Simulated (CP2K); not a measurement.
The O K edge of chloride dihydrate was computed by TDDFT (CP2K XAS_TDP, aug-pc-1, TDA) at these levels: PBE, PBEh(45%) and PBEh(45%) + GW2X. The first three lines of O2 (bonded to 2 H, gives 2 H bonds) with a strength over 0.0015, energy in eV and strength:

```csv
run,first,second,third
1,528.84 (0.003),529.92 (0.004),530.33 (0.004)
2,511.50 (0.004),511.83 (0.002),512.19 (0.003)
3,534.24 (0.003),535.33 (0.004),535.74 (0.004)
```

**Question.** Which run is which?

Run 1: PBEh(45%) (45 % exact exchange). Run 2: PBE (0 % exact exchange). Run 3: PBEh(45%) + GW2X (45 % exact exchange). Self-interaction lifts the core level, so the uncorrected lines rise with the share of exact exchange. The GW2X run keeps the spacings of its parent: 1.09 eV between the first two lines in run 3, 1.08 eV in run 1. Its shift is +5.40 eV, since the Kohn–Sham level at this share of exchange lies that far above the quasiparticle level.

[Banner, clock and machine lines of the logs are left out without a mark of their own.]

[Logs are printed without paths, hosts, clocks, repeated set-up lines and the standing remarks that a program may print on its own settings, such as how far it seeks lower states.]

[Hosts, paths, dates, database ids (printed as entryN), source tags and the programs' standing remarks are cut or masked in the printed files.]
